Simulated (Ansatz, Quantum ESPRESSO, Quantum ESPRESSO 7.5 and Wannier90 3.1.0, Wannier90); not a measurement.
**zigzag Mo chain, bond 2.25 Å, width 1.6 Å: Wannier functions and conductance**

Aim: a Wannier model and the conductance steps that follow from it, for this wire: zigzag Mo chain, bond 2.25 Å, width 1.6 Å.

Program: Quantum ESPRESSO 7.5 and Wannier90 3.1.0. Level of theory: plane-wave DFT, PBE, GBRV ultrasoft pseudopotentials (cross-check by Ansatz 0.2.0 with PAW datasets). Results are calculated unless marked as measured.

Report form: the programs' logs are mostly left out.

## 1. The starting structure

The cell holds 2 atoms: 2 Mo. Its edges and angles: a = 9.000 Å, b = 8.000 Å, c = 3.164 Å, α = 90.0°, β = 90.0°, γ = 90.0°. Vacuum lies along a and b. The structure's axis is c.

As a file:

```cif
data_structure
_symmetry_space_group_name_H-M 'P 1'
_symmetry_Int_Tables_number 1
_cell_length_a 9.0000
_cell_length_b 8.0000
_cell_length_c 3.1639
_cell_angle_alpha 90.000
_cell_angle_beta 90.000
_cell_angle_gamma 90.000
_cell_volume 227.80
loop_
_atom_site_label
_atom_site_type_symbol
_atom_site_fract_x
_atom_site_fract_y
_atom_site_fract_z
_atom_site_occupancy
Mo1 Mo 0.91111 0.00000 0.00000 1
Mo2 Mo 0.08889 0.00000 0.50000 1
```

## 2. SCF with pw.x

scf.in reads:

```
&control
  prefix = 'scf'
  outdir = './out'
  pseudo_dir = './pseudo'
  calculation = 'scf'
  tprnfor = .true.
/
&system
  ibrav = 0
  nat = 2
  ntyp = 1
  ecutwfc = 34
  ecutrho = 170
  occupations = 'smearing'
  smearing = 'mv'
  degauss = 0.005
/
&electrons
  conv_thr = 1e-07
  mixing_beta = 0.4
  electron_maxstep = 120
  mixing_mode = 'local-TF'
/
ATOMIC_SPECIES
  Mo  95.9500  mo_pbe_v1.uspp.F.UPF
CELL_PARAMETERS angstrom
  9.00000000000000 0.00000000000000 0.00000000000000
  0.00000000000000 8.00000000000000 0.00000000000000
  0.00000000000000 0.00000000000000 3.16385840391127
ATOMIC_POSITIONS crystal
  Mo  -0.088888888900 0.000000000000 0.000000000000
  Mo  0.088888888900 0.000000000000 0.500000000000
K_POINTS automatic
  1 1 24 0 0 0
```

On the command line:

```console
$ OMP_NUM_THREADS=1 mpirun -n 2 pw.x -nk 2 -in scf.in > scf.out
```

The job ended after 14 s (2 MPI ranks of Arm Neoverse V2, shared host; peak memory 0.19 GiB; 28 s of CPU time).

Read from the output:

* free energy: -3785.5756 eV
* Fermi energy: 0.1562 eV

The program's own clock; routines nest. Time by routine:

```csv
routine,wall time (s),calls
PWSCF,13.48,1
electrons,12.61,1
c_bands,7.17,12
cegterg,6.64,84
h_psi,5.29,388
fftw,5.01,9410
vloc_psi,4.66,388
sum_band,2.14,12
mix_rho,1.79,12
newd,1.06,13
ffts,0.95,1102
init_run,0.6,1
v_of_rho,0.53,13
calbec,0.45,500
```

The run needed 12 iterations to bring the estimated error under 1e-07 Ry; the largest force on any atom, held or free, is 0.85 eV/Å.

## 3. Full uniform mesh without symmetry

Wannier90 needs the states on a whole uniform mesh, listed point by point, without symmetry.

nscf.in reads:

```
&control
  prefix = 'nscf'
  outdir = './out'
  pseudo_dir = './pseudo'
  calculation = 'nscf'
/
&system
  ibrav = 0
  nat = 2
  ntyp = 1
  ecutwfc = 34
  ecutrho = 170
  occupations = 'smearing'
  smearing = 'mv'
  degauss = 0.005
  nosym = .true.
  noinv = .true.
  nbnd = 38
/
&electrons
  conv_thr = 1e-09
  mixing_beta = 0.4
  electron_maxstep = 120
  mixing_mode = 'local-TF'
  diago_full_acc = .true.
/
ATOMIC_SPECIES
  Mo  95.9500  mo_pbe_v1.uspp.F.UPF
CELL_PARAMETERS angstrom
  9.00000000000000 0.00000000000000 0.00000000000000
  0.00000000000000 8.00000000000000 0.00000000000000
  0.00000000000000 0.00000000000000 3.16385840391127
ATOMIC_POSITIONS crystal
  Mo  -0.088888888900 0.000000000000 0.000000000000
  Mo  0.088888888900 0.000000000000 0.500000000000
K_POINTS crystal
12
  0.0000000000 0.0000000000 0.0000000000 0.0833333333
  0.0000000000 0.0000000000 0.0833333333 0.0833333333
  0.0000000000 0.0000000000 0.1666666667 0.0833333333
  0.0000000000 0.0000000000 0.2500000000 0.0833333333
  0.0000000000 0.0000000000 0.3333333333 0.0833333333
  0.0000000000 0.0000000000 0.4166666667 0.0833333333
  0.0000000000 0.0000000000 0.5000000000 0.0833333333
  0.0000000000 0.0000000000 0.5833333333 0.0833333333
  0.0000000000 0.0000000000 0.6666666667 0.0833333333
  0.0000000000 0.0000000000 0.7500000000 0.0833333333
  0.0000000000 0.0000000000 0.8333333333 0.0833333333
  0.0000000000 0.0000000000 0.9166666667 0.0833333333
```

On the command line:

```console
$ cp -r out/scf.save out/nscf.save
$ cp out/scf.xml out/nscf.xml
$ OMP_NUM_THREADS=1 mpirun -n 2 pw.x -nk 1 -in nscf.in > nscf.out
```

The job ended after 15 s (2 MPI ranks; peak memory 0.12 GiB; 30 s of CPU time).

This step gave:

- Fermi energy: 0.1063 eV

The program's own clock; routines nest. Time by routine:

```csv
routine,wall time (s),calls
PWSCF,14.65,1
electrons,14.37,1
c_bands,14.37,1
cegterg,13.94,35
h_psi,8.37,654
vloc_psi,7.49,654
fftw,6.79,23464
cdiaghg,0.88,619
h_psi:calbec,0.43,654
calbec,0.43,654
s_psi,0.41,654
add_vuspsi,0.41,654
init_run,0.19,1
g_psi,0.1,607
```

## 4. Neighbour list from wannier90 -pp

The .win file sets projections and windows: states in the frozen window are kept exactly, the outer window gives room to disentangle.

wan.win reads:

```
num_wann = 18
num_bands = 38
num_iter = 200
num_print_cycles = 20
conv_tol = 1e-8
conv_window = 5
guiding_centres = true
dis_num_iter = 1500
dis_conv_tol = 1e-8
dis_win_min = -10.8438
dis_win_max = 9.1562
dis_froz_max = 1.6562
search_shells = 120
fermi_energy = 0.1562

transport = true
transport_mode = bulk
one_dim_axis = z
dist_cutoff = 18.88
dist_cutoff_mode = one_dim
tran_win_min = -4.0
tran_win_max = 2.0
tran_energy_step = 0.02

bands_plot = true
bands_num_points = 96
begin kpoint_path
G 0.0 0.0 0.0 Z 0.0 0.0 0.5
end kpoint_path

begin projections
Mo:s;p;d
end projections

begin unit_cell_cart
ang
  9.0000000000 0.0000000000 0.0000000000
  0.0000000000 8.0000000000 0.0000000000
  0.0000000000 0.0000000000 3.1638584039
end unit_cell_cart

begin atoms_frac
  Mo -0.0888888889 0.0000000000 0.0000000000
  Mo 0.0888888889 0.0000000000 0.5000000000
end atoms_frac

mp_grid = 1 1 12
begin kpoints
  0.0 0.0 0.0000000000
  0.0 0.0 0.0833333333
  0.0 0.0 0.1666666667
  0.0 0.0 0.2500000000
  0.0 0.0 0.3333333333
  0.0 0.0 0.4166666667
  0.0 0.0 0.5000000000
  0.0 0.0 0.5833333333
  0.0 0.0 0.6666666667
  0.0 0.0 0.7500000000
  0.0 0.0 0.8333333333
  0.0 0.0 0.9166666667
end kpoints
```

On the command line:

```console
$ OMP_NUM_THREADS=1 wannier90.x -pp wan > wan.pp.log
```

The job ended after 0.46 s (1 MPI rank; peak memory 0.09 GiB).

## 5. Overlaps and projections

pw2wannier90.x computes the overlaps between neighbouring k-points and the projections.

wan.p2w.in reads:

```
&inputpp
  prefix = 'nscf'
  outdir = './out'
  seedname = 'wan'
  write_mmn = .true.
  write_amn = .true.
  write_unk = .false.
/
```

On the command line:

```console
$ OMP_NUM_THREADS=1 mpirun -n 2 pw2wannier90.x -in wan.p2w.in > wan.p2w.out
```

Wall time 7.3 s (2 MPI ranks); peak memory 0.12 GiB.

## 6. Wannier functions and transport

After disentangling and localising, transport_mode = bulk builds principal layers from hoppings within dist_cutoff and counts open channels.

wan.win is that of step 4.

On the command line:

```console
$ OMP_NUM_THREADS=1 wannier90.x wan > wan.run.log
```

Run time: 24 s. Hardware: 1 MPI rank; peak memory 0.09 GiB.

Read from the output:

| Property | Result |
| --- | --- |
| lead channels at the Fermi level, one spin | 5.44e-7 |
| total spread | 40.60 Å² |
| gauge-invariant spread | 32.39 Å² |
| largest misfit to plane-wave levels between mesh points, inside the frozen window | 0.004167 eV |

Per spin. Table of quantum conductance of the perfect wire, open channels by energy, zero at the Fermi level:

```csv
energy (eV),"quantum conductance of the perfect wire, open channels"
-4.0000,1
-3.7600,1
-3.5000,1
-3.2600,1.00
-3.0000,2
-2.7600,4.00
-2.5000,5
-2.2600,5
-2.0000,5
-1.7600,4.95
-1.5000,5
-1.2600,5.00
-1.0200,3
-0.7600,2.00
-0.5000,2
-0.2600,2
0.0000,5.4e-7
0.2400,2.00
0.5000,4
0.7400,4
1.0000,4.00
1.2400,5.00
1.5000,5
1.7400,3
2.0000,1.00
```

Wannier functions:

```csv
no.,x (Å),y (Å),z (Å),spread (Å²)
1,-0.4702,-0.2793,1.582,3.142
2,-1.314,3.981,-4.746,4.234
3,-1.606,1.282,-9.10e-5,3.142
4,-2.038,-1.145,-1.35e-4,3.025
5,-0.7207,-0.02461,-7.25e-4,1.539
6,-0.8989,-0.00209,0.00131,1.393
7,-0.8215,0.01913,-2.15e-4,1.219
8,-0.8739,-0.06259,-1.68e-4,1.224
9,-0.7153,0.01738,4.50e-5,1.319
10,1.239,0.003322,3.164,3.398
11,4.054,1.285,6.328,3.671
12,1.399,1.894,1.582,3.473
13,1.87,-1.722,1.582,3.211
14,0.8552,0.01007,1.582,1.468
15,0.7786,-0.006327,1.584,1.39
16,0.8202,-0.004939,1.582,1.206
17,0.9827,-0.0528,1.581,1.33
18,0.753,0.07912,1.582,1.214
```

Electronic bands along the path, in eV, zero at the Fermi level; v1 is the highest filled band, c1 the lowest empty one:

```csv
point,v4,v3,v2,v1,c1,c2,c3,c4
Γ,-2.54,-1.93,-1.91,-0.80,0.08,0.21,1.08,1.18
halfway,-2.29,-2.19,-1.85,-1.42,0.88,0.95,1.56,1.62
Z,-1.76,-1.76,-0.33,-0.33,0.41,0.41,1.69,1.69
```

Bands and channels are those of the Wannier model: bands that were not projected, and all outside the frozen window, are missing or only approximate.

Disentanglement stopped at its cap on iterations, so these spreads are not final.

At least 4 of the functions sit far from every atom, off the bonds: the outer window has let in states of the vacuum, so the basis is not the atomic one that was projected.

## 7. Neighbour list from wannier90 -pp, with num_iter = 0

A sensitivity test on the input.

wan_w.win is the input of step 6 with these lines changed:

```diff
@@ -2,3 +2,3 @@
 num_bands = 38
-num_iter = 200
+num_iter = 0
 num_print_cycles = 20
```

On the command line:

```console
$ OMP_NUM_THREADS=1 wannier90.x -pp wan_w > wan_w.pp.log
```

Wall time 0.45 s (1 MPI rank); peak memory 0.09 GiB.

## 8. Overlaps and projections

The same post-processing, on the changed run.

wan_w.p2w.in reads:

```
&inputpp
  prefix = 'nscf'
  outdir = './out'
  seedname = 'wan_w'
  write_mmn = .true.
  write_amn = .true.
  write_unk = .false.
/
```

On the command line:

```console
$ OMP_NUM_THREADS=1 mpirun -n 2 pw2wannier90.x -in wan_w.p2w.in > wan_w.p2w.out
```

Wall time 7.3 s (2 MPI ranks); peak memory 0.12 GiB; 14 s of CPU time.

## 9. Localisation, bands and conductance, with num_iter = 0

How much does a setting matter? One run is repeated with a change.

wan_w.win is the input of step 6 with these lines changed:

```diff
@@ -2,3 +2,3 @@
 num_bands = 38
-num_iter = 200
+num_iter = 0
 num_print_cycles = 20
```

On the command line:

```console
$ OMP_NUM_THREADS=1 wannier90.x wan_w > wan_w.run.log
```

Elapsed: 24 s, on 1 MPI rank; peak memory 0.09 GiB.

The total spread is 198 against 40.6 Å². Between −2 and 1.5 eV the channel count differs from the first run's at 24 % of the energies, and at the Fermi level it is 0 against 0.

## 10. Cross-check with Ansatz

A second code with its own PAW datasets, on the same atoms.

Level of this step: plane-wave DFT, PBE, Ansatz PAW (Ansatz 0.2.0).

System of this step: zigzag Mo chain, bond 2.25 Å, width 1.6 Å, 2 periods. The cell holds 4 atoms: 4 Mo. Its edges and angles: a = 9.000 Å, b = 8.000 Å, c = 6.328 Å, α = 90.0°, β = 90.0°, γ = 90.0°. Vacuum lies along a and b. The structure's axis is c.

input.yaml reads:

```yaml
crystal:
  lattice:
    - [9.0, 0.0, 0.0]
    - [0.0, 8.0, 0.0]
    - [0.0, 0.0, 6.3277168078]
  atoms:
    - { symbol: Mo, position: [-0.0888888889, 0.0, 0.0] }
    - { symbol: Mo, position: [0.0888888889, 0.0, 0.25] }
    - { symbol: Mo, position: [-0.0888888889, 0.0, 0.5] }
    - { symbol: Mo, position: [0.0888888889, 0.0, 0.75] }
kpoints:
  mp_grid: { grid: [1, 1, 12] }
hamiltonian:
  xc: pbe
scf:
  occupations: { method: fermi_dirac, width: 0.05 }
  convergence: { dr2_threshold: 1.0e-08 }
output:
  transmission:
    leads: [[0, 0]]
    e_range: [-4.0, 2.0]
    de: 0.05
    kmesh: [1, 1]
    reduced_basis: true
```

On the command line:

```console
$ ansatz run input.yaml --threads 2 --pin off --max-ram 4096MiB --backend cpu --events-out ev --progress --plain --runs-dir out
```

It took 64 s on 2 threads; peak memory 0.69 GiB; 2.1 min of CPU time.

Read from the output:

```
free energy                                : -19811.9736 eV
energy at zero smearing                    : -19811.9685 eV
smearing term TS                           : 0.01037 eV
Fermi energy                               : 0.1021 eV
symmetry operations                        : 16
lead channels at the Fermi level, one spin : 0
```

Per spin. Open channels against energy, zero at the Fermi level:

```csv
energy (eV),open channels
-4.000,1
-3.800,1
-3.600,1
-3.400,1
-3.200,2
-3.000,2
-2.800,2
-2.600,4
-2.400,5
-2.200,5
-2.000,5
-1.800,5
-1.600,5
-1.400,5
-1.200,3
-1.000,3
-0.800,3
-0.600,2
-0.400,2
-0.200,2
0.000,0
0.200,1
0.400,2
0.600,4
0.800,4
1.000,4
1.200,4
1.400,5
1.600,5
1.800,3
2.000,1
```

## 11. Summary of results

```json
{
  "open channels at the Fermi level, per spin": "0",
  "gap in the conductance, to one step of the energy grid": "0.24 eV",
  "total spread": "40.6 Å²",
  "gauge-invariant spread": "32.4 Å²",
  "largest band misfit in the frozen window": "0.00417 eV",
  "channels at the Fermi level by Ansatz": "0"
}
```

What this shows: The wire has no channel at the Fermi level: its conductance has a gap of 0.24 eV. Between -4 and 1.5 eV the channel count from Wannier functions equals that from Ansatz's layer matching at 89 % of the energies; outside the frozen window the Wannier bands are not held to the plane-wave ones. Each plane-wave level in the frozen window has a Wannier level within 0.01 eV; this test doesn't see extra bands that a model may add. Disentanglement stopped at its cap on iterations, so the spreads are not final; the frozen states are kept all the same. At least one function lies in the vacuum, so the spreads don't describe atomic orbitals, though the frozen bands are still reproduced. The wire is perfect, so the conductance only counts bands: each channel, with its partner of the other spin, carries G₀ = 2e²/h. It was run without spin polarisation, which was not tested. It is as built, with forces up to 0.9 eV/Å; relaxing the bonds would move the band edges.

[Logs are printed without paths, hosts, clocks, repeated set-up lines and the standing remarks that a program may print on its own settings, such as how far it seeks lower states.]

[Hosts, paths, dates, database ids (printed as entryN), source tags and the programs' standing remarks are cut or masked in the printed files.]

[Maps of the electrostatic potential energy from Ansatz leave out the sawtooth potential of an applied field or a dipole correction, so their vacuum need not be flat; planar profiles and work functions include it.]
